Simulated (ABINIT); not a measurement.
# CsPbCl3 (Pm-3m): G0W0 in ABINIT against the plane-wave cutoff

Aim: move the plane-wave cutoff of a G0W0 run on CsPbCl3 (Pm-3m) over a wide range.

Main program and level: ABINIT 10.8.3; PBE and many-body steps on it, plane waves.

### Step 1. Starting point

The structure is cubic, space group Pm-3m (No. 221). The conventional cell has a = 5.605 Å, b = 5.605 Å, c = 5.605 Å, α = 90.00°, β = 90.00°, γ = 90.00°. Nearest to Cs lie 12 Cl at 3.96 Å. Pb has 6 Cl at 2.80 Å nearest. Nearest to Cl lie 2 Pb at 2.80 Å and 4 Cs at 3.96 Å. Farther neighbours and most contacts between anions are not listed.

As a file:

```cif
data_structure
_symmetry_space_group_name_H-M 'Pm-3m'
_symmetry_Int_Tables_number 221
_cell_length_a 5.6050
_cell_length_b 5.6050
_cell_length_c 5.6050
_cell_angle_alpha 90.000
_cell_angle_beta 90.000
_cell_angle_gamma 90.000
_cell_volume 176.09
loop_
_atom_site_label
_atom_site_type_symbol
_atom_site_symmetry_multiplicity
_atom_site_Wyckoff_symbol
_atom_site_fract_x
_atom_site_fract_y
_atom_site_fract_z
_atom_site_occupancy
Cs1 Cs 1 a 0.00000 0.00000 0.00000 1
Pb1 Pb 1 b 0.50000 0.50000 0.50000 1
Cl1 Cl 3 c 0.50000 0.50000 0.00000 1
```

The cell and positions come from the Crystallography Open Database and are kept as given unless a step says otherwise. Spin-orbit coupling is left out unless a step names it.

### Step 2. Empty states on the mesh, 2×2×2 mesh, 601 bands

This step: ABINIT 10.8.3; DFT, PBE, plane waves, norm-conserving pseudopotentials.

The sums over transitions need many empty states on a uniform mesh; this step solves for them.

The input, run.abi:

```
acell 3*1.0 Angstrom
rprim 
  5.605000000000 0.000000000000 0.000000000000
  0.000000000000 5.605000000000 0.000000000000
  0.000000000000 0.000000000000 5.605000000000
ntypat 3
znucl 55 82 17
natom 5
typat 1 2 3 3 3
xred 
  0.000000000000 0.000000000000 0.000000000000
  0.500000000000 0.500000000000 0.500000000000
  0.500000000000 0.500000000000 0.000000000000
  0.000000000000 0.500000000000 0.500000000000
  0.500000000000 0.000000000000 0.500000000000
pp_dirpath "pseudos"
pseudos "Cs.upf, Pb.upf, Cl.upf"
ecut 25
ngkpt 2 2 2
nshiftk 1
shiftk 0 0 0
kptopt 1
chksymbreak 0
iscf -2
irdden 1
istwfk *1
nband 601
nbdbuf 54
tolwfr 1e-09
nstep 60
prtvol 0
indata_prefix "in"
outdata_prefix "out"
tmpdata_prefix "tmp"
```

Started as:

```console
$ OMP_NUM_THREADS=2 mpirun -n 4 abinit run.abi > log
```

Numbers of over 12 decimals in the logs are rounded to 6 here.

Output:

```text
.Version 10.8.3 of ABINIT. v10.8.2 released Aug 2026.

 Symmetries : space group Pm -3 m (#221); Bravais cP (primitive cubic)
[... echo of the input left out ...]
== DATASET  1 ==================================================================
-   mpi_nproc: 4, omp_nthreads: 2 (-1 if OMP is not activated)

--- !DatasetInfo
iteration_state: {dtset: 1, }
dimensions: {natom: 5, nkpt: 4, mband: 601, nsppol: 1, nspinor: 1, nspden: 1, mpw: 7123, }
cutoff_energies: {ecut:  25.0, pawecutdg:  -1.0, }
[...]
4.41622    4.42448    4.43247    4.43247    4.43249    4.45316    4.47531    4.47569
   4.49420    4.49510    4.49589    4.49813    4.49875    4.50057    4.50354    4.51149
   4.51451
 prteigrs : prtvol=0 or 1, do not print more k-points.

== END DATASET(S) ==============================================================
================================================================================

 -outvars: echo values of variables after computation  --------
            nband         601
             nkpt           4
          spgroup         221
 [... the other variables as echoed above ...]

 Calculation completed.
```

Elapsed: 3.3 min, on 4 MPI ranks of AMD EPYC 9R45, shared host; peak memory 0.62 GiB; 20 min of CPU time.

This step gave:

* gap: 1.933 eV
* k of the valence top: 0.5, 0.5, 0.5
* k of the conduction bottom: 0.5, 0.5, 0.5
* least direct gap: 1.933 eV
* k points computed: 4
* lowest point of the top converged band, above the valence top: 111.6970 eV

On this mesh the gap is 1.933 eV.

The density comes from a self-consistent run that is not shown.

### Step 3. Empty states on the mesh, 2×2×2 mesh, 162 bands

Changes to run.abi since step 2:

```diff
@@ -17,3 +17,3 @@
 pseudos "Cs.upf, Pb.upf, Cl.upf"
-ecut 25
+ecut 15
 ngkpt 2 2 2
@@ -23,10 +23,10 @@
 chksymbreak 0
-iscf -2
 irdden 1
 istwfk *1
-nband 601
-nbdbuf 54
-tolwfr 1e-09
-nstep 60
+nband 162
 prtvol 0
+optdriver 6
+gwr_task "HDIAGO"
+paral_kgb 0
+occopt 1
 indata_prefix "in"
```

Started as:

```console
$ OMP_NUM_THREADS=1 mpirun -n 8 abinit run.abi > log
```

Output:

```text
[banner, memory and clock lines left out]
.Version 10.8.3 of ABINIT. v10.8.2 released Aug 2026.

 Symmetries : space group Pm -3 m (#221); Bravais cP (primitive cubic)
[... echo of the input left out ...]
== DATASET  1 ==================================================================
-   mpi_nproc: 8, omp_nthreads: 1 (-1 if OMP is not activated)

--- !DatasetInfo
iteration_state: {dtset: 1, }
dimensions: {natom: 5, nkpt: 4, mband: 162, nsppol: 1, nspinor: 1, nspden: 1, mpw: 3362, }
cutoff_energies: {ecut:  15.0, pawecutdg:  -1.0, }
[...]
Integrated=    4.4000E+01

 === KS gaps after direct diagonalization ===
 Direct band gap semiconductor
 Fundamental gap:     1.959 (eV)
   VBM:     1.993 (eV) at k: [ 5.0000E-01,  5.0000E-01,  5.0000E-01]
   CBM:     3.952 (eV) at k: [ 5.0000E-01,  5.0000E-01,  5.0000E-01]
 Direct gap:         1.959 (eV) at k: [ 5.0000E-01,  5.0000E-01,  5.0000E-01]

== END DATASET(S) ==============================================================

 -outvars: echo values of variables after computation  --------
           etotal      0.0000000000E+00
            nband         162
             nkpt           4
          spgroup         221
 [... the other variables as echoed above ...]

 Calculation completed.
```

Run time: 9.5 s. Hardware: 8 MPI ranks; peak memory 4.2 GiB.

This step gave:

```yaml
gap: 1.959 eV
k_of_the_valence_top: 0.5, 0.5, 0.5
k_of_the_conduction_bottom: 0.5, 0.5, 0.5
least_direct_gap: 1.959 eV
k_points_computed: 4
lowest_point_of_the_top_converged_band_above_the_valence_top: 40.96 eV
```

On this mesh the gap is 1.959 eV.

### Step 4. Empty states on the mesh, 2×2×2 mesh, 162 bands

Changes to run.abi since step 3:

```diff
@@ -17,3 +17,3 @@
 pseudos "Cs.upf, Pb.upf, Cl.upf"
-ecut 15
+ecut 20
 ngkpt 2 2 2
```

Output:

```text
[banner, memory and clock lines left out]
.Version 10.8.3 of ABINIT. v10.8.2 released Aug 2026.

 Symmetries : space group Pm -3 m (#221); Bravais cP (primitive cubic)
[... echo of the input left out ...]
== DATASET  1 ==================================================================
-   mpi_nproc: 8, omp_nthreads: 1 (-1 if OMP is not activated)

--- !DatasetInfo
iteration_state: {dtset: 1, }
dimensions: {natom: 5, nkpt: 4, mband: 162, nsppol: 1, nspinor: 1, nspden: 1, mpw: 5112, }
cutoff_energies: {ecut:  20.0, pawecutdg:  -1.0, }
[...]
Integrated=    4.4000E+01

 === KS gaps after direct diagonalization ===
 Direct band gap semiconductor
 Fundamental gap:     1.933 (eV)
   VBM:     2.026 (eV) at k: [ 5.0000E-01,  5.0000E-01,  5.0000E-01]
   CBM:     3.959 (eV) at k: [ 5.0000E-01,  5.0000E-01,  5.0000E-01]
 Direct gap:         1.933 (eV) at k: [ 5.0000E-01,  5.0000E-01,  5.0000E-01]

== END DATASET(S) ==============================================================

 -outvars: echo values of variables after computation  --------
           etotal      0.0000000000E+00
            nband         162
             nkpt           4
          spgroup         221
 [... the other variables as echoed above ...]

 Calculation completed.
```

The job ended after 26 s (8 MPI ranks; peak memory 9.1 GiB).

This step gave:

| Property | Result |
| --- | --- |
| gap | 1.933 eV |
| k of the valence top | 0.5, 0.5, 0.5 |
| k of the conduction bottom | 0.5, 0.5, 0.5 |
| least direct gap | 1.933 eV |
| k points computed | 4 |
| lowest point of the top converged band, above the valence top | 40.91 eV |

On this mesh the gap is 1.933 eV.

### Step 5. Empty states on the mesh, 2×2×2 mesh, 168 bands

Changes to run.abi since step 4:

```diff
@@ -17,3 +17,3 @@
 pseudos "Cs.upf, Pb.upf, Cl.upf"
-ecut 20
+ecut 31
 ngkpt 2 2 2
@@ -23,10 +23,10 @@
 chksymbreak 0
+iscf -2
 irdden 1
 istwfk *1
-nband 162
+nband 168
+nbdbuf 14
+tolwfr 1e-09
+nstep 60
 prtvol 0
-optdriver 6
-gwr_task "HDIAGO"
-paral_kgb 0
-occopt 1
 indata_prefix "in"
```

Started as:

```console
$ OMP_NUM_THREADS=2 mpirun -n 4 abinit run.abi > log
```

Output:

```text
.Version 10.8.3 of ABINIT. v10.8.2 released Aug 2026.

 Symmetries : space group Pm -3 m (#221); Bravais cP (primitive cubic)
[... echo of the input left out ...]
== DATASET  1 ==================================================================
-   mpi_nproc: 4, omp_nthreads: 2 (-1 if OMP is not activated)

--- !DatasetInfo
iteration_state: {dtset: 1, }
dimensions: {natom: 5, nkpt: 4, mband: 168, nsppol: 1, nspinor: 1, nspden: 1, mpw: 9808, }
cutoff_energies: {ecut:  31.0, pawecutdg:  -1.0, }
[...]
1.61957    1.61957    1.61957    1.63241    1.63562    1.63562    1.63562    1.67606
   1.67606    1.67607    1.67644    1.67644    1.68340    1.68341    1.68343    1.71221
 prteigrs : prtvol=0 or 1, do not print more k-points.

== END DATASET(S) ==============================================================
================================================================================

 -outvars: echo values of variables after computation  --------
            nband         168
             nkpt           4
          spgroup         221
 [... the other variables as echoed above ...]

 Calculation completed.
```

Wall time 48 s (4 MPI ranks); peak memory 0.53 GiB.

This step gave:

* gap: 1.934 eV
* k of the valence top: 0.5, 0.5, 0.5
* k of the conduction bottom: 0.5, 0.5, 0.5
* least direct gap: 1.934 eV
* k points computed: 4
* lowest point of the top converged band, above the valence top: 40.85 eV

On this mesh the gap is 1.934 eV.

### Step 6. Screening, 2×2×2 mesh, 154 bands, screening to 130.6 eV

The RPA dielectric matrix is built and inverted for each q.

This step: RPA screening on PBE, plane waves, norm-conserving pseudopotentials.

Changes to run.abi since step 5:

```diff
@@ -17,3 +17,3 @@
 pseudos "Cs.upf, Pb.upf, Cl.upf"
-ecut 31
+ecut 15
 ngkpt 2 2 2
@@ -23,10 +23,11 @@
 chksymbreak 0
-iscf -2
-irdden 1
 istwfk *1
-nband 168
-nbdbuf 14
-tolwfr 1e-09
-nstep 60
-prtvol 0
+occopt 1
+irdwfk 1
+optdriver 3
+nband 154
+ecuteps 4.8
+inclvkb 2
+awtr 1
+symchi 1
 indata_prefix "in"
```

Started as:

```console
$ OMP_NUM_THREADS=1 mpirun -n 8 abinit run.abi > log
```

Output:

```text
.Version 10.8.3 of ABINIT. v10.8.2 released Aug 2026.

 Symmetries : space group Pm -3 m (#221); Bravais cP (primitive cubic)
[... echo of the input left out ...]
== DATASET  1 ==================================================================
-   mpi_nproc: 8, omp_nthreads: 1 (-1 if OMP is not activated)

--- !DatasetInfo
iteration_state: {dtset: 1, }
dimensions: {natom: 5, nkpt: 4, mband: 154, nsppol: 1, nspinor: 1, nspden: 1, mpw: 3362, }
cutoff_energies: {ecut:  15.0, pawecutdg:  -1.0, }
electrons: {nelect:   4.40000000E+01, charge:   0.00000000E+00, occopt:   1.00000000E+00, tsmear:   1.00000000E-02, }

 SCREENING: Calculation of the susceptibility and dielectric matrices

 Based on a program developped by R.W. Godby, V. Olevano, G. Onida, and L. Reining.
 Incorporated in ABINIT by V. Olevano, G.-M. Rignanese, and M. Torrent.
.Using double precision arithmetic ; gwpc =  8

[... cell and pseudopotentials left out ...]
--------------------------------------------------------------------------------

 ==== K-mesh for the wavefunctions ====
 Number of points in the irreducible wedge :     4
[... list of points left out ...]
 Together with 48 symmetry operations and time-reversal symmetry
 yields     8 points in the full Brillouin Zone.

 ==== Q-mesh for the screening function ====
 Number of points in the irreducible wedge :     4
[... list of points left out ...]
 Together with 48 symmetry operations and time-reversal symmetry
 yields     8 points in the full Brillouin Zone.

 setmesh: FFT mesh size selected  =    30x   30x   30
          total number of points  =        27000

 vcoul_init : cutoff-mode = AUXILIARY_FUNCTION
 q-points for optical limit:   1
     1)      0.000010    0.000020    0.000030

- screening: taking advantage of time-reversal symmetry
- Maximum band index for partially occupied states nbvw = 22
- Remaining bands to be divided among processors   nbcw = 132
- Number of bands treated by each node ~16

 Number of electrons calculated from density =   44.0000; Expected =   44.0000
 average of density, n =  0.037028
 r_s =    1.8612
 omega_plasma =   18.5618 [eV]

 calculating chi0 at frequencies [eV] :
  1    0.000000E+00    0.000000E+00
  2    0.000000E+00    1.856181E+01

--------------------------------------------------------------------------------
  q-point number  1        q = ( 0.000000, 0.000000, 0.000000) [r.l.u.]
--------------------------------------------------------------------------------
[... chi0 elements left out ...]
 For q-point:  0.000010 0.000020 0.000030
  dielectric constant =   7.0938
  dielectric constant without local fields =   8.1891

  Average fulfillment of the sum rule on Im[epsilon] for q-point    1 :     69.24  [%]
[... wings left out ...]
  q-point number  2        q = ( 0.500000, 0.000000, 0.000000) [r.l.u.]
--------------------------------------------------------------------------------
[... chi0 elements left out ...]
  Average fulfillment of the sum rule on Im[epsilon] for q-point    2 :     77.88  [%]

 [... 2 further q-points ...]
```

Run time: 8.1 s. Hardware: 8 MPI ranks; peak memory 1.6 GiB.

This step gave:

```yaml
eps_infinity_with_local_fields_on_this_mesh_along_the_program_s_q_direction: 7.094
the_same_without_local_fields: 8.189
plasma_frequency: 18.56 eV
plane_waves_in_the_screening_matrix: 619
```

Local fields lower ε∞ by 13 %. On a Γ-centred mesh this coarse the value itself is usually too large, while a short band sum pulls it down.

### Step 7. 15 Ha

This step: G0W0 on PBE, plane waves, norm-conserving pseudopotentials.

Changes to run.abi since step 6:

```diff
@@ -26,8 +26,17 @@
 irdwfk 1
-optdriver 3
+optdriver 4
 nband 154
+gwcalctyp 0
+ecutsigx 15
+symsigma 1
+nkptgw 2
+kptgw 
+  0.5000000000 0.5000000000 0.5000000000
+  0.0000000000 0.0000000000 0.0000000000
+bdgw 
+  19 25
+  20 25
 ecuteps 4.8
-inclvkb 2
-awtr 1
-symchi 1
+irdscr 1
+ppmodel 1
 indata_prefix "in"
```

Output:

```text
.Version 10.8.3 of ABINIT. v10.8.2 released Aug 2026.

 Symmetries : space group Pm -3 m (#221); Bravais cP (primitive cubic)
[... echo of the input left out ...]
== DATASET  1 ==================================================================
-   mpi_nproc: 8, omp_nthreads: 1 (-1 if OMP is not activated)

--- !DatasetInfo
iteration_state: {dtset: 1, }
dimensions: {natom: 5, nkpt: 4, mband: 154, nsppol: 1, nspinor: 1, nspden: 1, mpw: 3362, }
cutoff_energies: {ecut:  15.0, pawecutdg:  -1.0, }
electrons: {nelect:   4.40000000E+01, charge:   0.00000000E+00, occopt:   1.00000000E+00, tsmear:   1.00000000E-02, }

 SIGMA: Calculation of the GW corrections

 Based on a program developped by R.W. Godby, V. Olevano, G. Onida, and L. Reining.
 Incorporated in ABINIT by V. Olevano, G.-M. Rignanese, and M. Torrent.
.Using double precision arithmetic ; gwpc =  8

[... cell and pseudopotentials left out ...]
--------------------------------------------------------------------------------

 ==== K-mesh for the wavefunctions ====
 Number of points in the irreducible wedge :     4
[... list of points left out ...]
 Together with 48 symmetry operations and time-reversal symmetry
 yields     8 points in the full Brillouin Zone.

 ==== Q-mesh for screening function ====
 Number of points in the irreducible wedge :     4
[... list of points left out ...]
 Together with 48 symmetry operations and time-reversal symmetry
 yields     8 points in the full Brillouin Zone.

 vcoul_init : cutoff-mode = AUXILIARY_FUNCTION
 q-points for optical limit:   1
     1)      0.000010    0.000020    0.000030
 setmesh: FFT mesh size selected  =    40x   40x   40
          total number of points  =        64000

 Number of electrons calculated from density =   44.0000; Expected =   44.0000
 average of density, n =  0.037028
 r_s =    1.8612
 omega_plasma =   18.5618 [eV]

 === KS Band Gaps ===
  >>>> For spin  1
   Minimum direct gap =   1.9592 [eV], located at k-point      :   0.5000  0.5000  0.5000
   Fundamental gap    =   1.9592 [eV], Top of valence bands at :   0.5000  0.5000  0.5000
                                       Bottom of conduction at :   0.5000  0.5000  0.5000
 SIGMA fundamental parameters:
 PLASMON POLE MODEL  1
 number of plane-waves for SigmaX                 3287
 number of plane-waves for SigmaC and W            619
 number of plane-waves for wavefunctions          3287
 number of bands                                   154
 number of independent spin polarizations            1
 number of spinorial components                      1
 number of k-points in IBZ                           4
 number of q-points in IBZ                           4
 number of symmetry operations                      48
 number of k-points in BZ                            8
 number of q-points in BZ                            8
 number of frequencies for dSigma/dE                 9
 frequency step for dSigma/dE [eV]                0.25
 number of omega for Sigma on real axis              0
 max omega for Sigma on real axis  [eV]           0.00
 zcut for avoiding poles [eV]                     0.10

 EPSILON^-1 parameters (SCR file):
 dimension of the eps^-1 matrix on file            619
 dimension of the eps^-1 matrix used               619
 number of plane-waves for wavefunctions          3287
 number of bands                                   154
 number of q-points in IBZ                           4
 number of frequencies                               2
 number of real frequencies                          1
 number of imag frequencies                          1

 matrix elements of self-energy operator (all in [eV])

 Perturbative Calculation

--- !SelfEnergy_ee
iteration_state: {dtset: 1, }
kpoint     : [   0.500,    0.500,    0.500, ]
spin       : 1
KS_gap     :    1.959
QP_gap     :    3.122
Delta_QP_KS:    1.163
data: !SigmaeeData |
     Band     E0 <VxcDFT>   SigX SigC(E0)      Z dSigC/dE  Sig(E)    E-E0       E
       19  -0.169 -14.246 -18.496   3.102   0.771  -0.297 -15.132  -0.886  -1.055
       20  -0.169 -14.246 -18.496   3.102   0.771  -0.297 -15.132  -0.886  -1.055
       21  -0.169 -14.246 -18.496   3.102   0.771  -0.297 -15.132  -0.886  -1.055
       22   1.993 -15.388 -17.894   1.752   0.791  -0.264 -15.985  -0.597   1.396
       23   3.952  -9.912  -6.549  -2.673   0.820  -0.219  -9.346   0.566   4.518
       24   3.952  -9.912  -6.549  -2.673   0.820  -0.219  -9.346   0.566   4.518
[...]
--- !SelfEnergy_ee
iteration_state: {dtset: 1, }
kpoint     : [   0.000,    0.000,    0.000, ]
spin       : 1
KS_gap     :    5.883
QP_gap     :    7.119
Delta_QP_KS:    1.235
data: !SigmaeeData |
     Band     E0 <VxcDFT>   SigX SigC(E0)      Z dSigC/dE  Sig(E)    E-E0       E
[...]
23   5.395  -6.337  -2.679  -3.244   0.842  -0.188  -5.989   0.348   5.744
       24   6.337  -6.629  -2.874  -3.119   0.843  -0.187  -6.093   0.536   6.873
       25   6.337  -6.629  -2.874  -3.119   0.843  -0.187  -6.093   0.536   6.873

== END DATASET(S) ==============================================================
================================================================================

 -outvars: echo values of variables after computation  --------
           etotal      0.0000000000E+00
            nband         154
             nkpt           4
          spgroup         221
 [... the other variables as echoed above ...]

 Calculation completed.
```

The job ended after 15 s (8 MPI ranks; peak memory 1.9 GiB).

Numbers from this step:

```yaml
g0w0_gap_on_the_points_computed: 3.122 eV
starting_gap_on_the_mesh: 1.959 eV
k_of_the_valence_top: 0.5, 0.5, 0.5
k_of_the_conduction_bottom: 0.5, 0.5, 0.5
z_at_the_valence_top: 0.791
z_at_the_conduction_bottom: 0.82
least_direct_g0w0_gap_on_the_computed_points: 3.122 eV
```

(Continued in part 2 of 2.)

[Paths, hosts, dates, memory and timing lines, banners, echoed tables and standing remarks are left out of the program output.]

[Logs are printed without paths, hosts, clocks, repeated set-up lines and the standing remarks that a program may print on its own settings, such as how far it seeks lower states.]

[Runs of the session that timed out or met a known fault of the program may be left out.]

[Hosts, paths, dates, database ids (printed as entryN), source tags and the programs' standing remarks are cut or masked in the printed files.]

[G0W0 gaps are taken among the corrected bands and points alone; a level outside them can change the order at an edge.]

[Where Ansatz stands beside ABINIT at settings called matched, ABINIT's density can come from a denser mesh and the files from another edition; pairs whose starting gaps differed by over 0.03 eV were left out, so agreement reads better than it is.]
